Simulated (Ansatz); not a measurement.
**Lattice dynamics of YTe (Fm-3m)**

How does YTe (Fm-3m) vibrate, and is this structure a minimum?

Calculated with Ansatz 0.2.0; DFT PBEsol, scalar-relativistic, plane waves, PAW; PAW set soft_1.

The database entry behind the starting cell differs from later determinations by our own check (0.1 to 0.3 % short, probably kX units), so it need not match the best structure at ambient conditions.

**1. Starting point**

It takes space group Fm-3m (No. 225, cubic). Conventional cell: a = 6.080 Å, b = 6.080 Å, c = 6.080 Å, α = 90.00°, β = 90.00°, γ = 90.00°. Y has 6 Te at 3.04 Å nearest. Te has 6 Y at 3.04 Å nearest. Farther neighbours and most contacts between anions are not listed.

Structure file:

```cif
data_structure
_symmetry_space_group_name_H-M 'P 1'
_symmetry_Int_Tables_number 1
_cell_length_a 4.2992
_cell_length_b 4.2992
_cell_length_c 4.2992
_cell_angle_alpha 60.000
_cell_angle_beta 60.000
_cell_angle_gamma 60.000
_cell_volume 56.19
loop_
_atom_site_label
_atom_site_type_symbol
_atom_site_fract_x
_atom_site_fract_y
_atom_site_fract_z
_atom_site_occupancy
Y1 Y 0.50000 0.50000 0.50000 1
Te2 Te 0.00000 0.00000 0.00000 1
```

**2. Relaxation**

Harmonic phonons are second derivatives at a point where the forces vanish, and they are wanted at zero stress, so atoms and cell are relaxed first.

input.yaml

```yaml
crystal:
  lattice:
    - [0.0, 3.04, 3.04]
    - [3.04, 0.0, 3.04]
    - [3.04, 3.04, 0.0]
  atoms:
    - { symbol: "Y", position: [0.5, 0.5, 0.5] }
    - { symbol: Te, position: [0.0, 0.0, 0.0] }
kpoints:
  mp_grid: { grid: [12, 12, 12] }
hamiltonian:
  xc: pbesol
  pseudopotentials: { kind: paw, azcp: { folder: soft_1 }, xc_functional: pbe }
scf:
  occupations: { method: gaussian, width: 0.1 }
output:
  forces: true
  stress: true
  eigenvalues: true
  write_density: true
  write_potential: true
  elf: true
  volumetric_format: npy
relax:
  adjacent_minimum: "off"
  f_tol: 0.005
  max_steps: 80
  cell: { stress_tol: 0.05 }
```

Run with:

```sh
$ ansatz run input.yaml --threads 4 --pin off --max-ram 10240MiB --backend cpu --events-out ev --progress --plain --runs-dir out
```

Numbers of over 12 decimals in the logs are rounded to 6 here.

The program printed:

```text
Engine: ansatz 0.2.0, aarch64-unknown-linux-gnu
Pseudopotentials: kind: paw
Pseudopotential: Y, paw, valence charge 11, recommended cutoff 420 eV (normal), soft_1/Y.paw.azcp
Pseudopotential: Te, paw, valence charge 16, recommended cutoff 420 eV (normal), soft_1/Te.paw.azcp
Functional definition: PBEsol
  exchange = pbesol_x
  correlation = pbesol_c
Crystal: 2 atoms, lattice volume = 56.189 Å³
Basis set: ecut = 420 eV, 1067 PW (Γ), exchange–correlation on 60×60×60 points (8 copies of the dense FFT grid, shifted against one another)
Bands: 18, of which v1, the nominal top of the filled ones, is band 14 counted from 1 (13 counted from 0)
Symmetry: 48 space group operations
Space group: Fm-3m (ITA 225), of the structure as read, at distance tolerance 3.8e-5 Å
k-points: 72 of 1728
Non-local potential: Y, projectors of the file, l = 0: 3, l = 1: 2, l = 2: 2, l = 3: 1
Non-local potential: Te, projectors of the file, l = 0: 2, l = 1: 2, l = 2: 2, l = 3: 1
PAW form: soft (Blöchl's): semilocal exchange-correlation on the pseudo side does not see the compensation charge
PAW frozen core: Y, regenerated for the run's functional, and the local potential with it (the file was generated under x = pbe(κ = 0.804, μ = 0.219515), c = pbe(β = 0.066725))
PAW frozen core: Te, regenerated for the run's functional, and the local potential with it (the file was generated under x = pbe(κ = 0.804, μ = 0.219515), c = pbe(β = 0.066725))
PAW one-centre angular grid: Y, 590 points (default); XC on 64 Gauss nodes
PAW one-centre angular grid: Te, 590 points (default); XC on 64 Gauss nodes
Initial density: superposition of atomic densities (chi_scale 0.1, normalization cell, long waves kept (reshape's long-wave potential 0.00 eV rms))
Initial wavefunctions: pseudopotential atomic-orbital guess
Functional: x = pbesol(κ = 0.804, μ = 0.123457), c = pbesol(β = 0.046)
SCF iter   1: F=—  HF=-10699.812549 eV  |F-HF|=—  |Δ(HF+E_count)|=         —  Δρ=3.17e-2  dr2=1.08e0  ethr=3.10e-3  ⟨swp⟩=7.0  Hψ=16745  notcnv=0
automatic band count: the SCF goes on with 22 bands, as 18 were too few: the levels above may hold too much charge
preconditioner: auto → Kerker (q_TF=auto, 2.415 Å⁻¹)  [metal: Δε(μ)=0.055 eV  Ē_g=9.335 eV  σ=0.100 eV  W_gap=0.28  n_scr=14 (ndim 8)  ℏωp=14.9 eV  f_vac=0.000  D(μ)=0.88/eV (n_scr^D=0)]
SCF iter   2: F=—  HF=-10699.515657 eV  |F-HF|=—  |Δ(HF+E_count)|=   2.97e-1  Δρ=1.58e-2  dr2=2.44e-1  ethr=3.10e-3  ⟨swp⟩=2.2  Hψ=2551  notcnv=0  defer=207
SCF iter   3: F=—  HF=-10699.455604 eV  |F-HF|=—  |Δ(HF+E_count)|=   6.01e-2  Δρ=2.95e-3  dr2=4.20e-3  ethr=9.03e-4  ⟨swp⟩=2.8  Hψ=2321  notcnv=0  defer=207
SCF iter   4: F=—  HF=-10699.456619 eV  |F-HF|=—  |Δ(HF+E_count)|=   1.02e-3  Δρ=8.18e-4  dr2=5.51e-4  ethr=1.56e-5  ⟨swp⟩=2.7  Hψ=2650  notcnv=0  defer=206
SCF iter   5: F=—  HF=-10699.456550 eV  |F-HF|=—  |Δ(HF+E_count)|=   6.88e-5  Δρ=2.19e-4  dr2=4.70e-5  ethr=2.04e-6  ⟨swp⟩=1.8  Hψ=1556  notcnv=0  defer=206
SCF iter   6: F=—  HF=-10699.456547 eV  |F-HF|=—  |Δ(HF+E_count)|=   3.19e-6  Δρ=4.31e-5  dr2=1.56e-6  ethr=1.74e-7  ⟨swp⟩=2.0  Hψ=1757  notcnv=0  defer=206
SCF iter   7: F=-10699.456547 eV  HF=-10699.456547 eV  |F-HF|=1.95e-8  |Δ(HF+E_count)|=   2.56e-8  Δρ=1.01e-5  dr2=5.15e-8  ethr=3.70e-10  ⟨swp⟩=14.9  Hψ=12674  notcnv=0
SCF 1 converged in 7 iterations: F = -10699.456547 eV  dr2 = 5.15e-8
  greatest PAW one-centre occupation: 0.998 electrons in one spin orbital (limit 2), on the Te atom at site 1 (counted from 0), in its partial waves of l = 2
relax step   1: F+E_penalty+E_count = -10699.45654724 eV  Δ(F+E_penalty+E_count) = +0.000e0 eV  max|allowed force component| = 9.243e-29 eV/Å  Δτ_max = 0.0000 Å  P = -0.011 GPa  Ω = 56.189 Å³  (7 SCF iters, dr2 threshold 1.00e-7 eV, accepted)
Bands: 22, of which v1, the nominal top of the filled ones, is band 14 counted from 1 (13 counted from 0)
Initial density: handed on by an earlier stage of this run
Initial wavefunctions: pseudopotential atomic-orbital guess (no wavefunctions were taken with the density)
iter 1 solved again at ethr=2.02e-7 eV; its pass at ethr=3.10e-3 eV (dr2=5.46e-5 eV) is discarded
SCF iter   1: F=—  HF=-10699.456546 eV  |F-HF|=—  |Δ(HF+E_count)|=         —  Δρ=1.02e-5  dr2=5.09e-8  ethr=2.02e-7  ⟨swp⟩=3.2  Hψ=13142  notcnv=0
preconditioner: auto → Kerker (q_TF=auto, 2.415 Å⁻¹)  [metal: Δε(μ)=0.097 eV  Ē_g=9.790 eV  σ=0.100 eV  W_gap=0.44  n_scr=14 (ndim 8)  ℏωp=14.9 eV  f_vac=0.000  D(μ)=0.63/eV (n_scr^D=0)]
SCF iter   2: F=—  HF=-10699.456547 eV  |F-HF|=—  |Δ(HF+E_count)|=   1.29e-6  Δρ=6.84e-6  dr2=2.61e-8  ethr=1.88e-10  ⟨swp⟩=2.9  Hψ=2750  notcnv=0
SCF iter   3: F=—  HF=-10699.456547 eV  |F-HF|=—  |Δ(HF+E_count)|=   1.05e-8  Δρ=1.37e-6  dr2=1.29e-9  ethr=9.67e-11  ⟨swp⟩=2.4  Hψ=2518  notcnv=0
SCF iter   4: F=—  HF=-10699.456547 eV  |F-HF|=—  |Δ(HF+E_count)|=  4.11e-10  Δρ=5.37e-7  dr2=1.74e-10  ethr=4.77e-12  ⟨swp⟩=2.0  Hψ=2363  notcnv=0
SCF iter   5: F=—  HF=-10699.456547 eV  |F-HF|=—  |Δ(HF+E_count)|=  3.46e-11  Δρ=1.62e-7  dr2=2.11e-11  ethr=1.00e-12  ⟨swp⟩=2.7  Hψ=2590  notcnv=0
SCF iter   6: F=-10699.456547 eV  HF=-10699.456547 eV  |F-HF|=1.82e-12  |Δ(HF+E_count)|=  3.64e-12  Δρ=3.08e-8  dr2=6.84e-13  ethr=1.00e-12  ⟨swp⟩=7.2  Hψ=6853  notcnv=0
SCF 2 converged in 6 iterations: F = -10699.456547 eV  dr2 = 6.84e-13
relax step   2: F+E_penalty+E_count = -10699.45654725 eV  Δ(F+E_penalty+E_count) = -2.758e-9 eV  max|allowed force component| = 6.679e-29 eV/Å  Δτ_max = 0.0000 Å  P = -0.011 GPa  Ω = 56.189 Å³  stress off target by 1.06e-2 GPa  SCF on the basis re-selected at this cell (its energy is not comparable with the rows above)  (6 SCF iters)
basis re-selected at this cell: Δ(F+E_penalty+E_count) = -2.758e-9 eV, ΔP = +0.000 GPa vs the last step (what re-selecting the basis moved, of the pressure what is left beyond the Pulay correction that the steps carried, after the strain that the cell walked since its last selection, with what the two solves' SCF thresholds leave and, on support functions, any second-order correction that the steps lacked; it is no m [...]
SCF converged after 6 iterations
Free energy (F): -10699.456547 eV
Harris-Foulkes:  -10699.456547 eV  (|F-HF|=1.82e-12)
Internal energy: -10699.453388 eV  (E = F + TS)
E sigma→0 (E₀):  -10699.454968 eV
Entropy (-TS):   -0.003159 eV (-1.580 meV/atom)
Fermi energy:    12.329334 eV
--- Per-component energies (eV) ---
  E_band       = -326.805809
  E_kinetic    = 491.800501
  E_local      = -2089.938639  (includes V_loc(G=0)·N_el)
  E_nonlocal   = 98.399300
  E_hartree    = 961.711354
  E_xc         = -300.025360
  E_vxc        = -308.707480  (∫ρ·V_xc dr)
  E_paw        = -7360.839656  (= ΣΔE_a)
  E_vpaw       = -441.782279  (= ΣTr[D̂ρ^β])
  E_aug_tail   = 0.000107  (compensation charges beyond the density's cutoff)
  E_ewald      = -2501.084580
  E_core_change = 0.523585  (= ΣΔE_core)
  E_smearing   = -0.003159  (= −TS)
  E_closure    = 0.000000  (closes the sum)
  Σ components = -10699.456547   (vs F -10699.456547, Δ=0.00e0)
--- Forces (eV/Å), atoms counted from 1 ---
  atom   1  Y      0.00000000     0.00000000     0.00000000
  atom   2  Te    -0.00000000     0.00000000     0.00000000
  max |Σ_I F_I| component: 1.19e-28 eV/Å
--- Stress (GPa, compression-positive) ---
       -0.010591       0.000000      -0.000000
        0.000000      -0.010591      -0.000000
        0.000000       0.000000      -0.010591
  P = ⅓ Tr σ = -0.0106 GPa (-0.106 kbar)
--- Band table (eV; the first three rows and the last of 72) ---
  k-point 0: bands = [... 10 lower, 10.1274, 10.1274, 10.1274, 12.0345, 12.0345, 12.0345, 12.6602, 12.6602, ... 4 higher]
  k-point 1: bands = [... 10 lower, 9.5851, 9.8572, 9.8572, 12.1584, 12.1584, 12.1820, 13.0139, 13.0139, ... 4 higher]
  k-point 2: bands = [... 10 lower, 8.5707, 9.3370, 9.3370, 12.3367, 12.4379, 12.4379, 13.8633, 13.8633, ... 4 higher]
  k-point 71: bands = [... 10 lower, 7.6446, 7.6446, 7.7057, 13.1154, 13.1154, 13.8094, 14.9101, 14.9945, ... 4 higher]
--- Relaxed structure (1 steps of the walk, 1 accepted, 1 SCFs on fresh bases) ---
  F+E_penalty+E_count = -10699.45654725 eV   max|allowed force component| = 6.679e-29 eV/Å   (the final SCF, on the basis selected at the relaxed cell)
  cell:  # Å, volume = 56.1889 Å³
    - [0.0, 3.04, 3.04]
    - [3.04, 0.0, 3.04]
    - [3.04, 3.04, 0.0]
  atoms:
    - { symbol: Y, position: [0.500000, 0.500000, 0.500000] }
    - { symbol: Te, position: [0.0, 0.0, 0.0] }
```

Wall time 3.4 s (4 threads of Arm Neoverse V1, shared host); peak memory 0.41 GiB; 12 s of CPU time.

Little changed from the start: no atom moved by 0.005 Å and no cell edge by 0.1 %.

This step gave:

```
pressure          : -0.01059 GPa
volume per atom   : 28.09 Å³
gap on the k-mesh : 0 eV
```

ELF in the ac plane of the conventional cell at fractional y = 0.000, with atoms of Y and Te within 0.2 Å of it. It is the smooth field of the valence electrons, not physical close to the nuclei.

Ten even steps from '_' (0.04) to '@' (0.83), each cell a mean:
```
__..++##==::##@@##@@@@==::****--__
::==**##--..++@@@@@@##::::**##++--
****##**--__..==++==::__..++####**
****++==::....::::::......--++****
::::....::==++********++--....::::
++--..__--**##******####++..__::==
@@%%++..==##**==::--++##**..::##@@
%%@@##::==##++..____--****::==@@@@
**@@%%::==##==..____::****::++@@##
@@@@**..==##++::....==****::==@@@@
%%**::..--####++==++**##++....++##
::......::++##########**==..__..::
====--::::::--========--::::----==
######++::......::::..__..==**####
==++####--..::**%%##++....++##**++
..::++##==..**@@@@@@%%--::****==..
__..==##==::%%@@**%%@@++::****::__
```
Columns run along a (6.1 Å), rows up along c (6.1 Å), edges of the conventional cell, whose origin can differ from the input's. Atoms in or near the plane, at fractional coordinates: Y at (0.50, 0.00), Y at (0.00, 0.50), Te at (0.00, 0.00), Te at (0.50, 0.50).

Electrostatic potential energy in the ac plane of the conventional cell at fractional y = 0.000, with atoms of Y and Te within 0.2 Å of it. With pseudopotentials it is smooth inside the atoms' cores, unlike the true potential.

Values in eV, 9 rows by 16 columns, each cell a mean:
```
 -1 -15  -9   8   9   0 -23 -40 -42 -32  -9   7  10   1 -17  -5
 -3   3  10  13  13  10   5  -1  -2   3   8  12  13  11   6  -1
  4   7  10  13  13  12   9   6   5   8  11  13  13  11   8   5
-35 -24  -3   8  10   4 -13 -13 -10 -16  -3   9  10   3 -15 -32
-46 -41 -15   5   8  -4 -18  11  15  -6 -15   6   8  -3 -32 -46
-24 -14   1   9  11   7  -6 -14 -14 -12   2  11  11   6  -7 -21
  7   9  11  13  14  13  10   8   8   9  12  13  13  12  10   8
-11  -4   7  12  12   8   0 -10 -12  -5   5  11  12  10   1  -9
  9 -10 -13   7   8  -2 -29 -44 -45 -38 -13   6   9  -2 -19   4
```
Columns run along a (6.1 Å; values clipped at the 3rd and 97th percentile), rows up along c (6.1 Å), edges of the conventional cell, whose origin can differ from the input's. Atoms in or near the plane, at fractional coordinates: Y at (0.50, 0.00), Y at (0.00, 0.50), Te at (0.00, 0.00), Te at (0.50, 0.50).

Valence density in the ac plane of the conventional cell at fractional y = 0.000, with atoms of Y and Te within 0.2 Å of it. It is the smooth field of the valence electrons, not physical close to the nuclei.

Ten steps, logarithmic in the rise over the least value, from '0' (0 e/Å³) to '9' (17 e/Å³), each cell a mean:
```
97421146665211368
65310125554101246
32110012331000123
11000001110000011
11000001111000001
32100112332100012
54200135663210145
66411247986311356
66411248996311356
65311236875211256
43100123443100124
21000012221100011
11000001110000001
22100001110000112
43210013442100134
86321135664211257
98421246665311369
```
Columns run along a (6.1 Å), rows up along c (6.1 Å), edges of the conventional cell, whose origin can differ from the input's. Atoms in or near the plane, at fractional coordinates: Y at (0.50, 0.00), Y at (0.00, 0.50), Te at (0.00, 0.00), Te at (0.50, 0.50).

In this step the volume went from 28.09 to 28.09 Å³/atom.

**3. Tight relaxation**

Phonons need a cell at rest on their own settings, so the relaxation is repeated with tight tolerances on forces and stress, using the mesh and the filling of the phonon run that follows.

input.yaml, the sections that differ from step 2:

```yaml
scf:
  occupations: { method: methfessel_paxton, width: 0.2 }
output:
  forces: true
  stress: true
  eigenvalues: true
relax:
  adjacent_minimum: "off"
  f_tol: 0.001
  max_steps: 60
  cell: { stress_tol: 0.01 }
# crystal, kpoints, hamiltonian: as in step 2
```

The program printed:

```text
[...]
Crystal: 2 atoms, lattice volume = 56.189 Å³
Basis set: ecut = 420 eV, 1067 PW (Γ), exchange–correlation on 60×60×60 points (8 copies of the dense FFT grid, shifted against one another)
Bands: 18, of which v1, the nominal top of the filled ones, is band 14 counted from 1 (13 counted from 0)
Symmetry: 48 space group operations
[...]
k-points: 72 of 1728
[...]
k-point 71: bands = [... 10 lower, 7.6491, 7.6491, 7.7101, 13.1209, 13.1209, 13.8157, 14.9164, 15.0014, ... 4 higher]
--- Relaxed structure (3 steps of the walk, 3 accepted, 1 SCFs on fresh bases) ---
[...]
cell:  # Å, volume = 56.1679 Å³
    - [0, 3.039621, 3.039621]
    - [3.039621, 0, 3.039621]
    - [3.039621, 3.039621, 0]
  atoms:
    - { symbol: Y, position: [0.5, 0.5, 0.5] }
    - { symbol: Te, position: [0, 0, 0] }
[key lines of the parts left out:]
SCF converged after 7 iterations
Free energy (F): -10699.453080 eV
Fermi energy:    12.331599 eV
P = ⅓ Tr σ = 0.0000 GPa (0.000 kbar)
```

Elapsed: 5.6 s, on 4 threads; peak memory 0.41 GiB; 20 s of CPU time.

Little changed from the start: no atom moved by 0.005 Å and no cell edge by 0.1 %.

Numbers from this step:

```yaml
pressure: 3.80e-5 GPa
volume_per_atom: 28.08 Å³
```

The forces vanish by symmetry and the pressure is 0.000 GPa, within the tolerances set. The cell now holds 28.08 Å³/atom.

**4. Zone-centre response**

The zone centre comes first: it holds the modes that light can see, as far as symmetry allows. No field response is asked, since the mesh shows no gap.

input.yaml, the sections that differ from step 3:

```yaml
crystal:
  lattice:
    - [0.0, 3.0396212723, 3.0396212723]
    - [3.0396212723, 0.0, 3.0396212723]
    - [3.0396212723, 3.0396212723, 0.0]
  atoms:
    - { symbol: "Y", position: [0.5, 0.5, 0.5] }
    - { symbol: Te, position: [0.0, 0.0, 0.0] }
output:
  eigenvalues: true
phonons:
  method: dfpt
# kpoints, hamiltonian, scf: as in step 3
# relax: removed
```

The program printed:

```text
[...]
Crystal: 2 atoms, lattice volume = 56.168 Å³
Basis set: ecut = 420 eV, 1067 PW (Γ), exchange–correlation on 60×60×60 points (8 copies of the dense FFT grid, shifted against one another)
Bands: 18, of which v1, the nominal top of the filled ones, is band 14 counted from 1 (13 counted from 0)
Symmetry: 48 space group operations
k-points: 163 of 1728 (irreducible under 8 space group operations, time reversal used)
[...]
SCF iter   1: F=—  HF=-10699.809212 eV  |F-HF|=—  |Δ(HF+E_count)|=         —  Δρ=3.17e-2  dr2=1.08e0  ethr=3.10e-3  ⟨swp⟩=6.8  Hψ=36550  notcnv=0
[...]
SCF iter  10: F=-10699.453080 eV  HF=-10699.453080 eV  |F-HF|=1.82e-12  |Δ(HF+E_count)|=  5.46e-12  S|Δr|=    0.00e0  Δρ=6.30e-8  dr2=1.53e-12  ethr=1.00e-12  ⟨swp⟩=13.3  Hψ=21587  notcnv=0
SCF 1 converged in 10 iterations: F = -10699.453080 eV  dr2 = 1.53e-12
[...]
DFPT response loops at Γ: preconditioner auto → Kerker (q_TF=auto, 2.415 Å⁻¹) (partly filled bands, converged f_vac=0.000); β = 1.00, the filter's whole step (`scf.mixing.beta` (0.50) is not read by the response loops under this deck's `scf.mixing.preconditioner`; to damp them name `kerker` or `kerker_dos`, under which they read `scf.mixing.beta`, and type it under 1.00, their step now; both keys bind the ground state too); Broyden in place of MSR1
SCF converged after 10 iterations
[...]
Free energy (F): -10699.453080 eV
[...]
Internal energy: -10699.456739 eV  (E = F + TS)
E sigma→0 (E₀):  -10699.453995 eV
Entropy (-TS):   0.003659 eV (1.830 meV/atom)
Fermi energy:    12.331599 eV
[...]
--- Band table (eV; the first three rows and the last of 163) ---
  k-point 0: bands = [... 10 lower, 10.1329, 10.1329, 10.1329, 12.0393, 12.0393, 12.0393, 12.6655, 12.6655, ... 4 higher]
  k-point 1: bands = [... 10 lower, 9.5904, 9.8625, 9.8625, 12.1633, 12.1633, 12.1870, 13.0195, 13.0195, ... 4 higher]
  k-point 2: bands = [... 10 lower, 8.5756, 9.3419, 9.3419, 12.3419, 12.4429, 12.4429, 13.8693, 13.8693, ... 4 higher]
  k-point 162: bands = [... 10 lower, 7.6491, 7.6491, 7.7101, 13.1209, 13.1209, 13.8157, 14.9164, 15.0014, ... 4 higher]
--- Phonons (Γ-DFPT): 2 representative perturbations + reference, on 163 of 1728 k-points (Σ response iterations 6) ---
  k mesh reduced under 8 symmetry operations, with k and −k counted as one. Each operation leaves every solved perturbation unchanged. A smaller set is not used because it would not reduce the number of displacements times k-points to solve
  ASR residual: 5.764e-5 → 0.000e0 eV/Å²; symmetrization residual: 7.347e-6 eV/Å²
  ASR residual per site (eV/Å²): 1.86e-5 5.76e-5
  Γ frequencies (cm⁻¹): 0.00 0.00 0.00 177.34 177.34 177.34
  non-analytic LO–TO correction: not included (Born effective charges unavailable; polar crystals: no LO–TO splitting at Γ)
```

The job ended after 14 s (4 threads; peak memory 0.77 GiB; 51 s of CPU time).

This step gave:

| Quantity | Value |
| --- | --- |
| sum-rule residual before enforcement | 5.76e-5 eV/Å² |
| point group | m-3m |
| highest optical mode at the zone centre (no LO-TO term) | 177.3 cm⁻¹ |
| lowest optical zone-centre mode | 177.3 cm⁻¹ |

Patterns of degenerate modes are one choice out of their space. The modes at Γ (shares of kinetic energy by element, %):

```tsv
mode	frequency (cm⁻¹)	symmetry	Y %	Te %
1	0.0	acoustic	41	59
2	0.0	acoustic	41	59
3	0.0	acoustic	41	59
4	177.3	T1u	59	41
5	177.3	T1u	59	41
6	177.3	T1u	59	41
```

Displacements in mode 4 (177.3 cm⁻¹), the largest set to 1:
```
Y1   0.00  0.00  1.00
Te2  0.00  0.00 -0.70
```

Before it was imposed, the acoustic sum rule was missed by 5.8e-5 eV/Å². Small misses are needed for a sound result but don't prove that mesh and cutoff are converged. The lowest optical mode is real, 177 cm⁻¹.

(Part 1 of 2 ends here.)

[Logs are printed without paths, hosts, clocks, repeated set-up lines and the standing remarks that a program may print on its own settings, such as how far it seeks lower states.]

[Hosts, paths, dates, database ids (printed as entryN), source tags and the programs' standing remarks are cut or masked in the printed files.]
